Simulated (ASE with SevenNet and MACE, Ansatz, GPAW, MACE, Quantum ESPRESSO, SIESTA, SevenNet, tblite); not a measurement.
# Running HfO2(111) slab (54 atoms) with machine-learned potentials

Wanted: machine-learned potentials inputs and outputs for HfO2(111) slab (54 atoms), checked against a plane-wave reference.

Calculated with ASE with SevenNet and MACE; the method is named at each step.

**1. Set-up**

The cell holds 54 atoms: 18 Hf and 36 O. Its edges and angles: a = 10.776 Å, b = 7.184 Å, c = 17.332 Å, α = 90.0°, β = 90.0°, γ = 120.0°. It derives from HfO2 (fluorite-type). Fluorite-type HfO2 (a = 5.08 Å), (111) slab of 3 repeat layers, 3 x 2 surface cells, 10 Å of vacuum; not relaxed, displaced by a Gaussian of 0.02 Å. Then every atom was moved at random, 0.05 Å r.m.s. a Cartesian component. Vacuum lies along c.

The yardstick, on the same geometry:

- method: Kohn-Sham DFT, PBE, PAW, plane waves (Ansatz 0.2.0); cutoff 420 eV, Γ point, fermi-dirac smearing of 0.05 eV; PAW set soft_2
- r.m.s. force component: 0.8861 eV/Å
- longest force: 3.14 eV/Å
- gap (highest filled to lowest empty level): 3.474 eV
- SCF cycles: 10
- time: 23 s on 4 threads of Arm Neoverse V1, shared host
- CPU time: 81 s

**2. SevenNet 0 potential**

Method: machine-learned interatomic potential SevenNet 0, trained on PBE(+U) plane-wave data.

run.py

```python
import numpy as np
from ase.io import read
import mlip  # loads the published weights by name

atoms = read("structure.xyz")
atoms.calc = mlip.calc("7net-0")
energy = atoms.get_potential_energy()
forces = atoms.get_forces()
print(f"energy {energy:.6f} eV")
print("forces (eV/A)")
for i, (a, f) in enumerate(zip(atoms, forces)):
    print(f"{i:4d} {a.symbol:2s} {f[0]:10.5f} {f[1]:10.5f} {f[2]:10.5f}")
```

structure.xyz

```xyz
54
Lattice="10.77631 0.00000 0.00000 -3.59210 6.22170 0.00000 0.00000 0.00000 17.33235" Properties=species:S:1:pos:R:3 pbc="T T T"
Hf 1.81254 3.01354 5.78641
O 0.00722 4.01318 4.90731
O 1.85044 5.13452 6.43013
Hf 1.74375 5.15001 8.74972
O 1.92135 3.07483 7.94948
O 0.04634 4.15578 9.37143
Hf 0.03517 4.13762 11.65705
O 1.75572 5.16550 10.88090
O 8.92013 3.15639 12.33041
Hf 3.56685 0.01288 5.72054
O 1.73976 1.08214 4.95203
O 3.55564 2.06473 6.46965
Hf 3.66923 2.07593 8.56443
O -0.04400 6.20080 7.86611
O 1.79160 1.05004 9.37715
Hf 1.84710 1.13422 11.66623
O 3.53704 2.02846 10.80568
O 0.00079 0.02047 12.30891
Hf 5.39904 3.03886 5.74567
O 3.65403 4.09027 5.00056
O 5.37066 5.28229 6.45162
Hf 5.46119 5.18877 8.60447
O 5.38004 3.13263 7.92626
O 3.58492 4.11217 9.45046
Hf 3.66973 4.18160 11.53052
O 5.32569 5.20769 10.87258
O 1.76290 3.09150 12.36888
Hf 3.65522 6.17050 5.79108
O 5.40400 1.09676 4.97248
O 7.19010 2.19925 6.51436
Hf 7.17857 2.12701 8.58298
O 3.55450 6.21336 7.84479
O 5.46664 0.97668 9.37871
Hf 5.37469 1.02359 11.64422
O 7.23924 2.18002 10.76426
O 3.70299 0.07721 12.29713
Hf 8.93353 3.06021 5.78207
O 7.23525 4.18895 5.00125
O -1.82604 5.22585 6.43030
Hf -1.80273 5.10746 8.67085
O -1.78373 3.20150 7.92279
O 7.16201 4.17936 9.40869
Hf 7.17228 4.11397 11.52827
O -1.82098 5.16874 10.88645
O 5.37436 3.09878 12.32538
Hf 7.15572 6.21150 5.73891
O 8.92968 1.04749 4.98877
O 0.06865 2.03487 6.52026
Hf -0.00183 2.10038 8.60101
O -3.57608 6.21691 7.92019
O 9.00695 0.97749 9.41355
Hf 8.89006 0.99087 11.54785
O -0.02360 2.04476 10.87882
O 3.58941 6.07487 12.32521
```

Launch:

```
> OMP_NUM_THREADS=1 python run.py > output.txt
```

What it wrote:

```text
energy -535.230408 eV
forces (eV/A)
   0 Hf   -0.55944    1.85232   -0.28678
   1 O    -0.38716    0.51443    0.51319
   2 O    -1.10828    0.31552    0.12983
   3 Hf    0.95965    0.21836   -1.04639
   4 O    -1.16494    0.47369   -0.51554
   5 O    -0.61936   -0.42253    0.44118
   6 Hf   -0.93107   -0.79803   -1.22731
   7 O     0.30130   -0.08543   -0.56890
   8 O     0.22318   -0.44086    0.79781
   9 Hf    0.20512   -1.26579    0.82075
  10 O     0.60604   -0.54388   -0.58404
  11 O     1.16828   -0.75068   -0.11414
  12 Hf   -1.65015   -0.90698    2.10859
  13 O     0.75654    0.03231   -0.15516
  14 O    -0.26242   -0.18248    0.22176
  15 Hf   -1.27983   -0.73562   -2.07189
  16 O     1.15627    0.33269   -0.15725
  17 O    -0.50249   -0.19485    0.61890
  18 Hf   -0.67446    0.80362   -0.73510
  19 O     0.43382    0.10415   -0.32147
  20 O     0.95079   -1.08905    0.82642
  21 Hf   -0.93708    1.04575    0.67973
  22 O     0.19291    0.00484   -0.59141
  23 O     0.38546    0.65694   -0.50559
[...]
46 O     0.32122    0.55206   -0.25418
  47 O    -1.09627    0.20962    0.40718
  48 Hf    1.45622   -1.09303    2.01852
  49 O    -0.39665   -0.42437   -0.50043
  50 O    -0.50034    0.53924   -0.82651
  51 Hf    1.92038    0.75314   -0.36792
  52 O    -0.05595    1.04063   -0.52917
  53 O    -0.47079    2.03368    0.80057
```

It took 11 s on 1 thread of Arm Neoverse V1, shared host; peak memory 0.75 GiB.

Banners, paths, timers and routine set-up lines are dropped from the logs unmarked, and long logs keep their key lines alone; longer cuts are marked.

Against the reference:

```yaml
r_m_s_force_component: 0.8431 eV/Å
r_m_s_difference_of_force_components: 102.9 meV/Å
longest_difference_of_force_vectors: 379.2 meV/Å
force_difference_over_r_m_s_force: 11.62 %
slope_of_forces_against_the_reference_s: 0.9459
correlation_of_force_components: 0.9941
```

Length of the force difference by element (eV/Å):

| element | atoms | mean | most |
| --- | --- | --- | --- |
| Hf | 18 | 0.20 | 0.38 |
| O | 36 | 0.14 | 0.25 |

Local excerpt of 9 atoms (numbers count through the whole input) about Hf40, which bears the longest force; x, y, z are measured from there.

| atom | x | y | z | distance (Å) | bonds | Fx | Fy | Fz (eV/Å) |
| --- | --- | --- | --- | --- | --- | --- | --- | --- |
| Hf40 | 0.00 | 0.00 | 0.00 | 0.00 | 8 | 0.36 | 2.80 | 0.88 |
| O41 | 0.02 | -1.91 | -0.75 | 2.05 | 4 | -0.02 | -1.54 | -0.31 |
| O42 | -1.81 | -0.93 | 0.74 | 2.17 | 4 | -0.28 | -0.07 | -0.65 |
| O6 | 1.85 | -0.95 | 0.70 | 2.19 | 4 | -0.62 | -0.42 | 0.44 |
| O44 | -0.02 | 0.06 | 2.22 | 2.22 | 4 | 0.95 | -0.02 | -0.92 |
| O14 | 1.76 | 1.09 | -0.80 | 2.22 | 4 | 0.76 | 0.03 | -0.16 |
| O50 | -1.77 | 1.11 | -0.75 | 2.22 | 4 | -0.40 | -0.42 | -0.50 |
| O39 | -0.02 | 0.12 | -2.24 | 2.24 | 4 | 0.55 | -0.21 | 0.33 |
| O15 | 0.00 | 2.16 | 0.71 | 2.28 | 4 | -0.26 | -0.18 | 0.22 |

Atoms are counted from 1 here, from 0 in the log.

Forces lie 12 % from the reference's, at 0.13 times its CPU time (on 1 against 4 cores).

**3. SevenNet l3i5 potential**

Method: machine-learned interatomic potential SevenNet l3i5, trained on PBE(+U) plane-wave data.

run.py, as its differences from that of step 2:

```diff
@@ -5,3 +5,3 @@
 atoms = read("structure.xyz")
-atoms.calc = mlip.calc("7net-0")
+atoms.calc = mlip.calc("7net-l3i5")
 energy = atoms.get_potential_energy()
```

structure.xyz is that of step 2.

What it wrote:

```text
energy -534.731934 eV
forces (eV/A)
   0 Hf   -0.60261    1.76987   -0.44866
   1 O    -0.43308    0.55820    0.44992
   2 O    -1.09948    0.38784    0.13310
   3 Hf    0.95936    0.16541   -1.23372
   4 O    -1.21906    0.52457   -0.44384
   5 O    -0.55525   -0.41444    0.29996
   6 Hf   -1.10929   -0.91801   -1.15519
   7 O     0.35890   -0.11088   -0.52003
   8 O     0.24133   -0.43508    0.90913
   9 Hf    0.26371   -1.27087    0.66369
  10 O     0.62616   -0.54758   -0.54638
  11 O     1.14709   -0.73860   -0.12176
  12 Hf   -1.79574   -0.93542    2.12975
  13 O     0.78827    0.03152   -0.02162
  14 O    -0.26437   -0.21943    0.10444
  15 Hf   -1.47894   -0.88767   -2.05755
  16 O     1.22877    0.43621   -0.09228
  17 O    -0.55702   -0.22627    0.56739
  18 Hf   -0.68988    0.57053   -0.92769
  19 O     0.48696    0.22742   -0.28665
  20 O     0.96820   -1.13450    0.83598
  21 Hf   -0.96801    0.97315    0.70262
  22 O     0.21014   -0.03275   -0.58751
  23 O     0.35759    0.75098   -0.56960
[...]
46 O     0.28840    0.62725   -0.23448
  47 O    -1.13617    0.27961    0.47678
  48 Hf    1.61523   -1.09869    2.13639
  49 O    -0.42769   -0.48473   -0.40427
  50 O    -0.50110    0.54951   -0.94126
  51 Hf    2.09533    0.81982   -0.18645
  52 O    -0.10066    1.09077   -0.40853
  53 O    -0.54447    2.04248    0.75661
```

Run time: 13 s. Hardware: 1 thread; peak memory 1.1 GiB.

Against the reference:

* r.m.s. force component: 0.8659 eV/Å
* r.m.s. difference of force components: 90.06 meV/Å
* longest difference of force vectors: 254.3 meV/Å
* force difference over r.m.s. force: 10.16 %
* slope of forces against the reference's: 0.9723
* correlation of force components: 0.995

Against the first run (12 %), the force difference from the reference is 10 %, at 1.2 times the CPU time.

**4. MACE MPA-0 medium potential**

Method: machine-learned interatomic potential MACE MPA-0 medium, trained on PBE(+U) plane-wave data.

run.py, as its differences from that of step 3:

```diff
@@ -5,3 +5,3 @@
 atoms = read("structure.xyz")
-atoms.calc = mlip.calc("7net-l3i5")
+atoms.calc = mlip.calc("mace-mpa-0-medium")
 energy = atoms.get_potential_energy()
```

structure.xyz is that of step 3.

What it wrote:

```text
energy -536.268044 eV
forces (eV/A)
   0 Hf   -0.53088    1.88070    0.04753
   1 O    -0.46659    0.54878    0.31125
   2 O    -1.10521    0.37760   -0.05086
   3 Hf    1.06862    0.13460   -1.14143
   4 O    -1.28830    0.51249   -0.56511
   5 O    -0.70744   -0.51676    0.39666
   6 Hf   -1.05543   -0.75566   -1.72212
   7 O     0.36525   -0.05953   -0.19043
   8 O     0.24532   -0.48357    1.04480
   9 Hf    0.16518   -1.27746    1.02832
  10 O     0.63019   -0.61716   -0.73138
  11 O     1.24871   -0.78177   -0.37125
  12 Hf   -1.86045   -0.95825    2.02067
  13 O     0.77698    0.05172   -0.03904
  14 O    -0.27825   -0.26514    0.26325
  15 Hf   -1.45057   -1.02847   -2.54329
  16 O     1.24277    0.44041    0.20808
  17 O    -0.56193   -0.26214    0.87602
  18 Hf   -0.75791    0.92843   -0.43848
  19 O     0.48076    0.19363   -0.49658
  20 O     1.02053   -1.30872    0.61434
  21 Hf   -1.07906    1.13622    0.69002
  22 O     0.25886   -0.05547   -0.68216
  23 O     0.43959    0.74696   -0.61012
[...]
46 O     0.26266    0.57956   -0.42667
  47 O    -1.24177    0.27282    0.18186
  48 Hf    1.66212   -1.20080    1.98216
  49 O    -0.34727   -0.49861   -0.46153
  50 O    -0.49168    0.73379   -0.92125
  51 Hf    2.04231    0.80689   -0.65369
  52 O    -0.07637    1.08666   -0.22395
  53 O    -0.49436    2.07756    0.96749
```

Wall time 11 s (1 thread); peak memory 0.83 GiB.

Against the reference:

- r.m.s. force component: 0.9184 eV/Å
- r.m.s. difference of force components: 192.1 meV/Å
- longest difference of force vectors: 698.2 meV/Å
- force difference over r.m.s. force: 21.68 %
- slope of forces against the reference's: 1.014
- correlation of force components: 0.978

Against the first run (12 %), the force difference from the reference is 22 %, at 0.98 times the CPU time.

**5. Side by side**

Differences are against the plane-wave reference, forces as r.m.s. over components; share is that over the reference's r.m.s. force, slope the least-squares factor from reference forces to these. Total energies of different programs have different zeros and aren't compared.

| run | Δ force, r.m.s. (meV/Å) | share (%) | slope | cores | CPU time | memory (GiB) |
| --- | --- | --- | --- | --- | --- | --- |
| reference | - | - | - | 4 | 81 s | 1.6 |
| SevenNet 0 potential | 103 | 11.6 | 0.946 | 1 | 10 s | 0.75 |
| SevenNet l3i5 potential | 90.1 | 10.2 | 0.972 | 1 | 12 s | 1.1 |
| MACE MPA-0 medium potential | 192 | 21.7 | 1.014 | 1 | 10 s | 0.83 |

Times of the machine-learned potentials are mostly Python's start and the loading of weights.

CPU time is summed over cores on a shared host, where runs went side by side, so it is rough. Symmetry, cutoffs, thresholds, outputs and thread counts weren't matched or tuned between programs; memory under MPI is the largest rank's times the ranks.

**6. Summary of results**

| Quantity | Value |
| --- | --- |
| nearest in forces | SevenNet l3i5 potential, 10 % |
| its CPU time | 12 s |

In words: Machine-learned potentials differ by 10 % (SevenNet l3i5 potential) to 22 % (MACE MPA-0 medium potential); they were trained on other programs' data. Machine-learned potentials mimic data converged in k, so the reference's own k-point error enters their differences. The electronic-structure runs sample only Γ, in a cell whose shortest periodic width is 6 Å. Spin–orbit coupling is left out, which matters for the levels of the heavy elements.

[Also dropped from logs without a mark: logging warnings of Python, and SIESTA's first energy breakdown and zero terms.]

[Logs are printed without paths, hosts, clocks, repeated set-up lines and the standing remarks that a program may print on its own settings, such as how far it seeks lower states.]

[Hosts, paths, dates, database ids (printed as entryN), source tags and the programs' standing remarks are cut or masked in the printed files.]
